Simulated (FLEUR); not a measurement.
# SrFeO3: which magnetic order is lowest, part 2 of 3

Aim: find out whether SrFeO3 carries moments, and which collinear order costs least.

FLEUR MaX-R8.1; LDA (VWN) with U = 5.4 eV, J = 0.9 eV on Fe d; all-electron FLAPW, Dirac cores, scalar-relativistic bands.

So far, largest spin moment in the muffin-tin sphere (μB): step 2 (order 1, typed as ferro +) 3.67.

## Step 3: Run 2 (antiferro q=(0,1/2,1/2) +-)

Another pattern of signs weighs the neighbour shells otherwise.

The cell is doubled to 10 atoms to hold this order. The mesh is halved along the doubled vector, so that both cells sample the same points. The k list default-1 (kpts.xml, not shown) is a Γ-centred 6×3×6 mesh.

inp.xml

```
<?xml version="1.0" encoding="UTF-8" standalone="no"?>
<fleurInput fleurInputVersion="0.39">
   <comment>
      SrFeO3
   </comment>
   <calculationSetup>
      <cutoffs Kmax="4.4" Gmax="13.2" GmaxXC="13.2" numbands="0"/>
      <scfLoop itmax="130" minDistance="0.0001" maxIterBroyd="15" imix="Anderson" alpha="0.05" precondParam="0.0" spinf="2.0" sdNocoIR="T"/>
      <coreElectrons ctail="T" frcor="F" kcrel="0" coretail_lmax="0"/>
      <xcFunctional name="vwn" relativisticCorrections="F"/>
      <magnetism jspins="2"/>
      <soc l_soc="F" theta="0.0" phi="0.0" spav="F"/>
      <expertModes spex="0" secvar="F"/>
      <geometryOptimization l_f="F" forcealpha="1.0" forcemix="BFGS" epsdisp="0.00001" epsforce="0.00001"/>
      <ldaU l_linMix="F" mixParam="0.05" spinf="1.0"/>
   </calculationSetup>
   <cell>
      <bzIntegration valenceElectrons="88.0" mode="hist" fermiSmearingEnergy="0.00183747">
         <kPointListSelection listName="default-1"/>
         <xi:include xmlns:xi="http://www.w3.org/2001/XInclude" href="kpts.xml"> </xi:include>
      </bzIntegration>
      <xi:include xmlns:xi="http://www.w3.org/2001/XInclude" href="sym.xml"> </xi:include>
      <bulkLattice scale="1.0">
         <bravaisMatrix>
            <row-1>    7.2354094514278344     0.0000000000000000     0.0000000000000000</row-1>
            <row-2>    0.0000000000000000    14.4708189028556689     0.0000000000000000</row-2>
            <row-3>    0.0000000000000000     7.2354094514278344     7.2354094514278344</row-3>
         </bravaisMatrix>
      </bulkLattice>
   </cell>
   <atomSpecies>
      <species name="Strontium (Sr)" element="Sr" atomicNumber="38">
         <mtSphere radius="2.8" gridPoints="925" logIncrement="0.014"/>
         <atomicCutoffs lmax="10" lnonsphr="8"/>
         <electronConfig flipSpins="F">
            <coreConfig>(1s1/2) (2s1/2) (2p1/2) (2p3/2) (3s1/2) (3p1/2) (3p3/2) (3d3/2) (3d5/2)</coreConfig>
            <valenceConfig>(4s1/2) (4p1/2) (4p3/2) (5s1/2)</valenceConfig>
         </electronConfig>
         <energyParameters s="5" p="5" d="4" f="4"/>
         <lo type="SCLO" l="0" n="4" eDeriv="0"/>
         <lo type="SCLO" l="1" n="4" eDeriv="0"/>
      </species>
      <species name="Iron (Fe) 4.000" element="Fe" atomicNumber="26">
         <mtSphere radius="2.25" gridPoints="745" logIncrement="0.016"/>
         <atomicCutoffs lmax="8" lnonsphr="6"/>
         <electronConfig flipSpins="F">
            <coreConfig>(1s1/2) (2s1/2) (2p1/2) (2p3/2)</coreConfig>
            <valenceConfig>(3s1/2) (3p1/2) (3p3/2) (4s1/2) (3d3/2) (3d5/2)</valenceConfig>
            <stateOccupation state="(3d3/2)" spinUp="2.0" spinDown="0.4"/>
            <stateOccupation state="(3d5/2)" spinUp="3.0" spinDown="0.6"/>
         </electronConfig>
         <energyParameters s="4" p="4" d="3" f="4"/>
         <ldaU l="2" U="5.4" J="0.9" l_amf="F"/>
         <lo type="SCLO" l="0" n="3" eDeriv="0"/>
         <lo type="SCLO" l="1" n="3" eDeriv="0"/>
      </species>
      <species name="Iron (Fe) -4.000" element="Fe" atomicNumber="26">
         <mtSphere radius="2.25" gridPoints="745" logIncrement="0.016"/>
         <atomicCutoffs lmax="8" lnonsphr="6"/>
         <electronConfig flipSpins="F">
            <coreConfig>(1s1/2) (2s1/2) (2p1/2) (2p3/2)</coreConfig>
            <valenceConfig>(3s1/2) (3p1/2) (3p3/2) (4s1/2) (3d3/2) (3d5/2)</valenceConfig>
            <stateOccupation state="(3d3/2)" spinUp="0.4" spinDown="2.0"/>
            <stateOccupation state="(3d5/2)" spinUp="0.6" spinDown="3.0"/>
         </electronConfig>
         <energyParameters s="4" p="4" d="3" f="4"/>
         <ldaU l="2" U="5.4" J="0.9" l_amf="F"/>
         <lo type="SCLO" l="0" n="3" eDeriv="0"/>
         <lo type="SCLO" l="1" n="3" eDeriv="0"/>
      </species>
      <species name="Oxygen (O)" element="O" atomicNumber="8">
         <mtSphere radius="1.27" gridPoints="421" logIncrement="0.025"/>
         <atomicCutoffs lmax="6" lnonsphr="4"/>
         <electronConfig flipSpins="F">
            <coreConfig>(1s1/2)</coreConfig>
            <valenceConfig>(2s1/2) (2p1/2) (2p3/2)</valenceConfig>
            <stateOccupation state="(2p1/2)" spinUp="0.666667" spinDown="0.666667"/>
            <stateOccupation state="(2p3/2)" spinUp="1.333333" spinDown="1.333333"/>
         </electronConfig>
         <energyParameters s="2" p="2" d="3" f="4"/>
      </species>
   </atomSpecies>
   <atomGroups>
      <atomGroup species="Strontium (Sr)">
         <relPos label="                   1">.0000000000 .0000000000 .0000000000</relPos>
         <relPos label="                   2">.0000000000 1.000/2.000 .0000000000</relPos>
         <force calculate="T" relaxXYZ="TTT"/>
      </atomGroup>
      <atomGroup species="Iron (Fe) 4.000">
         <relPos label="                   3">1.000/2.000 .0000000000 1.000/2.000</relPos>
         <force calculate="T" relaxXYZ="TTT"/>
      </atomGroup>
      <atomGroup species="Iron (Fe) -4.000">
         <relPos label="                   4">1.000/2.000 1.000/2.000 1.000/2.000</relPos>
         <force calculate="T" relaxXYZ="TTT"/>
      </atomGroup>
      <atomGroup species="Oxygen (O)">
         <relPos label="                   5">.0000000000 .0000000000 1.000/2.000</relPos>
         <force calculate="T" relaxXYZ="TTT"/>
      </atomGroup>
      <atomGroup species="Oxygen (O)">
         <relPos label="                   6">.0000000000 1.000/2.000 1.000/2.000</relPos>
         <force calculate="T" relaxXYZ="TTT"/>
      </atomGroup>
      <atomGroup species="Oxygen (O)">
         <relPos label="                   7">1.000/2.000 -1.000/4.000 1.000/2.000</relPos>
         <relPos label="                   8">1.000/2.000 1.000/4.000 1.000/2.000</relPos>
         <force calculate="T" relaxXYZ="TTT"/>
      </atomGroup>
      <atomGroup species="Oxygen (O)">
         <relPos label="                   9">1.000/2.000 1.000/4.000 .0000000000</relPos>
         <relPos label="                  10">1.000/2.000 -1.000/4.000 .0000000000</relPos>
         <force calculate="T" relaxXYZ="TTT"/>
      </atomGroup>
   </atomGroups>
   <output dos="F" band="F" slice="F">
      <bandDOS minEnergy="-.5*Htr" maxEnergy="0.5*Htr" sigma="0.015" storeEVData="T"/>
      <plotting iplot="0" polar="F">
         <plot TwoD="T" vec1="  1.0  0.0  0.0" vec2="  0.0  1.0  0.0" vec3="  0.0  0.0  1.0" zero="  0.0  0.0  0.0" file="plot"/>
      </plotting>
      <moessbauerParams electricFieldGradient="F" isomerShift="F" coreHyperfine="F" valenceHyperfine="F"/>
   </output>
</fleurInput>
```

crystal.txt

```
SrFeO3
&input film=F cartesian=F /
3.82881379330  0.00000000000  0.00000000000
0.00000000000  7.65762758660  0.00000000000
0.00000000000  3.82881379330  3.82881379330
1.8897261246
1.0 1.0 1.0

10
38 0.00000000000  0.00000000000  0.00000000000
38 0.00000000000  0.50000000000  0.00000000000
26 0.50000000000  0.00000000000  0.50000000000 : 4.000
26 0.50000000000  0.50000000000  0.50000000000 : -4.000
8 0.00000000000  0.00000000000  0.50000000000
8 0.00000000000  0.50000000000  0.50000000000
8 0.50000000000  0.75000000000  0.50000000000
8 0.50000000000  0.25000000000  0.50000000000
8 0.50000000000  0.25000000000  0.00000000000
8 0.50000000000  0.75000000000  0.00000000000

&kpt div1=6 div2=3 div3=6 gamma=T /
```

Started as:

```console
$ OMP_NUM_THREADS=1 inpgen -f crystal.txt > inpgen.log  # inp.xml is then edited as shown
$ OMP_NUM_THREADS=1 mpirun -n 4 fleur_MPI > fleur.log
```

The log of the run:

```text
[banner, memory and clock lines left out]
Welcome to FLEUR        (www.flapw.de)
      MaX-Release 8.1          (www.max-centre.eu)

 ========== k-point set info ==========
 Selected k-point list: default-1
 k-point list type: mesh
 6 x 3 x 6
 Number of k points: 32

 ------------Calculation Setup---------------------------
 Number of PE/node        :            4
 Number of OMP-threads    :            1
 k-points in parallel     :            4
 pe's per k-point         :            1
 No of k-point loops      :            8
 Eigenvalue solver        :       lapack
 Number of basis functions:         1168
 Approximate size of matrices (H+S) per k-point:         0.020 GB
 no density matrix found ... skipping LDA+U
 Reset of history
 Iteration:     1   Distance:      32.28869238 me/bohr^3
 Iteration:     2   Distance:      26.48834925 me/bohr^3
 Iteration:     3   Distance:      20.92060314 me/bohr^3
 Iteration:     4   Distance:      11.22734020 me/bohr^3
 Iteration:     5   Distance:      13.31090802 me/bohr^3
 Iteration:     6   Distance:       4.58640952 me/bohr^3
 Iteration:     7   Distance:       4.61371792 me/bohr^3
 Iteration:     8   Distance:       1.82175154 me/bohr^3
 Iteration:     9   Distance:       2.48833411 me/bohr^3
 Iteration:    10   Distance:       1.23290920 me/bohr^3
 Iteration:    11   Distance:       1.65004325 me/bohr^3
 Iteration:    12   Distance:       0.23515369 me/bohr^3
 Iteration:    13   Distance:       0.22625863 me/bohr^3
 Iteration:    14   Distance:       0.07398471 me/bohr^3
 Iteration:    15   Distance:       0.06010477 me/bohr^3
 Iteration:    16   Distance:       0.03293797 me/bohr^3
 Iteration:    17   Distance:       0.02255772 me/bohr^3
 Iteration:    18   Distance:       0.01234142 me/bohr^3
 Iteration:    19   Distance:       0.00647412 me/bohr^3
 Iteration:    20   Distance:       0.00402704 me/bohr^3
 Iteration:    21   Distance:       0.00549927 me/bohr^3
 Iteration:    22   Distance:       0.00225801 me/bohr^3
 Iteration:    23   Distance:       0.00112260 me/bohr^3
 Iteration:    24   Distance:       0.00037980 me/bohr^3
 Iteration:    25   Distance:       0.00040812 me/bohr^3
 Iteration:    26   Distance:       0.00019653 me/bohr^3
 Iteration:    27   Distance:       0.00015176 me/bohr^3
 Iteration:    28   Distance:       0.00011563 me/bohr^3
 Iteration:    29   Distance:       0.00004964 me/bohr^3

 ********************************************************************
 Run finished successfully
 Stop message:
   all done
 ********************************************************************

--- out.xml (last complete iteration) ---
<iteration numberForCurrentRun="   29" overallNumber="   29">
         [... left out ...]
         <bandgap value="0.0000000026" units="eV"/>
         <sumValenceSingleParticleEnergies value="-20.8591479770" units="Htr"/>
         <FermiEnergy value="0.4524265069" units="Htr"/>
         <valenceDensity>
            <mtCharges spin="1">
               <mtCharge atomType="1" total="4.1754854" s="1.0311839" p="2.9454981" d="0.1576222" f="0.0303443"/>
               <mtCharge atomType="2" total="9.1359498" s="1.1757350" p="3.2510606" d="4.6226979" f="0.0635125"/>
               <mtCharge atomType="3" total="5.5932771" s="1.1652747" p="3.2293870" d="1.1136270" f="0.0614498"/>
               <mtCharge atomType="4" total="2.0068027" s="0.6275571" p="1.3770245" d="0.0018987" f="0.0002691"/>
               <mtCharge atomType="5" total="1.9409808" s="0.6158624" p="1.3239163" d="0.0009779" f="0.0001965"/>
               <mtCharge atomType="6" total="1.9728502" s="0.6223474" p="1.3487456" d="0.0014865" f="0.0002293"/>
               <mtCharge atomType="7" total="1.9728502" s="0.6223472" p="1.3487457" d="0.0014865" f="0.0002293"/>
            </mtCharges>
            <mtCharges spin="2">
               <mtCharge atomType="1" total="4.1754854" s="1.0311839" p="2.9454981" d="0.1576222" f="0.0303443"/>
               <mtCharge atomType="2" total="5.5932771" s="1.1652747" p="3.2293870" d="1.1136270" f="0.0614498"/>
               <mtCharge atomType="3" total="9.1359498" s="1.1757350" p="3.2510606" d="4.6226979" f="0.0635125"/>
               <mtCharge atomType="4" total="1.9409808" s="0.6158624" p="1.3239163" d="0.0009779" f="0.0001965"/>
               <mtCharge atomType="5" total="2.0068027" s="0.6275571" p="1.3770245" d="0.0018987" f="0.0002691"/>
               <mtCharge atomType="6" total="1.9728502" s="0.6223474" p="1.3487456" d="0.0014865" f="0.0002293"/>
               <mtCharge atomType="7" total="1.9728502" s="0.6223472" p="1.3487457" d="0.0014865" f="0.0002293"/>
            </mtCharges>
            <spinDependentCharge spin="1" total="44.0000000" interstitial="9.0806180" mtSpheres="34.9193820"/>
            <spinDependentCharge spin="2" total="44.0000000" interstitial="9.0806180" mtSpheres="34.9193820"/>
            <totalCharge value="88.0000000000"/>
         </valenceDensity>
         [... left out ...]
         <magneticMomentsInMTSpheres units="muBohr">
            <globalMagMoment atomType="1" vec="0.00000   0.00000   0.00000"/>
            <localMagMoment atomType="1" vec="0.00000   0.00000   0.00000"/>
            <globalMagMoment atomType="2" vec="0.00000   0.00000   3.54267"/>
            <localMagMoment atomType="2" vec="0.00000   0.00000   3.54267"/>
            <globalMagMoment atomType="3" vec="0.00000   0.00000  -3.54267"/>
            <localMagMoment atomType="3" vec="0.00000   0.00000  -3.54267"/>
            <globalMagMoment atomType="4" vec="0.00000   0.00000   0.06582"/>
            <localMagMoment atomType="4" vec="0.00000   0.00000   0.06582"/>
            <globalMagMoment atomType="5" vec="0.00000   0.00000  -0.06582"/>
            <localMagMoment atomType="5" vec="0.00000   0.00000  -0.06582"/>
            <globalMagMoment atomType="6" vec="0.00000   0.00000   0.00000"/>
            <localMagMoment atomType="6" vec="0.00000   0.00000   0.00000"/>
            <globalMagMoment atomType="7" vec="0.00000   0.00000   0.00000"/>
            <localMagMoment atomType="7" vec="0.00000   0.00000   0.00000"/>
         </magneticMomentsInMTSpheres>
         [... left out ...]
         <totalEnergy value="    -9342.4138761369" units="Htr">
            <sumOfEigenvalues value="    -5389.9873925456">
               <coreElectrons value="-5369.1282445686"/>
               <valenceElectrons value="-20.8591479770"/>
            </sumOfEigenvalues>
            <densityCoulombPotentialIntegral value="-14476.0861457226"/>
            <densityEffectivePotentialIntegral value="-14951.2262804093"/>
            <chargeDenXCDenIntegral value="-358.9331721216"/>
            <FockExchangeEnergyValence value="0.0000000000"/>
            <FockExchangeEnergyCore value="0.0000000000"/>
         [... left out ...]
            <dftUCorrection value="-0.7631905358"/>
            <tkbTimesEntropy value="0.0007605940"/>
            <freeEnergy value="-9342.4146367309"/>
            <extrapolationTo0K value="-9342.4142564339"/>
         </totalEnergy>
         [... left out ...]
         <ldaUDensityMatrixConvergence>
            <distance spin="1" distance="0.000004"/>
            <distance spin="2" distance="0.000004"/>
         </ldaUDensityMatrixConvergence>
         <densityConvergence units="me/bohr^3">
            <chargeDensity spin="1" distance="0.0000319192"/>
            <chargeDensity spin="2" distance="0.0000319517"/>
            <overallChargeDensity distance="0.0000401869"/>
            <spinDensity distance="0.0000496438"/>
         </densityConvergence>
      </iteration>
```

It took 2.6 min on 4 MPI ranks of AMD EPYC 9R45 (Zen 5), shared host; peak memory 0.79 GiB; 11 min of CPU time.

Spin moment in the muffin-tin sphere by atom:

| atom | spin moment in the muffin-tin sphere (μB) |
| --- | --- |
| Sr1 | 0.00 |
| Sr2 | 0.00 |
| Fe3 | 3.54 |
| Fe4 | -3.54 |
| O5 | 0.07 |
| O6 | -0.07 |
| O7 | 0.00 |
| O8 | 0.00 |
| O9 | 0.00 |
| O10 | 0.00 |

Read from the output:

| Item | Value |
| --- | --- |
| free energy | -254220.0532 eV |
| program's band gap on this mesh (in a metal only a level spacing) | 2.60e-9 eV |
| magnetization | 0 μB |
| final state | antiferromagnetic |

It lies 162 meV a seeded atom over the first start, and its largest moment is 3.54 μB against 3.67 μB.

## Step 4: Energies of the orders

Free energies are divided by the number of seeded atoms, so that cells of unlike size compare. Wavevectors q in the names are fractions of the primitive cell's reciprocal vectors.

Orders:

| start | final state | typed order kept | energy over the lowest (meV a seeded atom) | largest sphere moment (μB) | net moment (μB a primitive cell) | mesh matched | CPU time (s) |
| --- | --- | --- | --- | --- | --- | --- | --- |
| ferro + | ferromagnetic | yes | 0 | 3.668 | 4.079 | yes | 70.91 |
| antiferro q=(0,1/2,1/2) +- | antiferromagnetic | yes | 161.7 | 3.543 | 0 | yes | 632.9 |

[end of part 2 of 3]

[Logs and program files are shortened in this print: banners, set-up blocks, solver, clock and traceback lines can be left out without a mark of their own.]

[Logs are printed without paths, hosts, clocks, repeated set-up lines and the standing remarks that a program may print on its own settings, such as how far it seeks lower states.]

[Hosts, paths, dates, database ids (printed as entryN), source tags and the programs' standing remarks are cut or masked in the printed files.]

[Where a cell is said to come from a database of computed structures, the database is the Materials Project.]
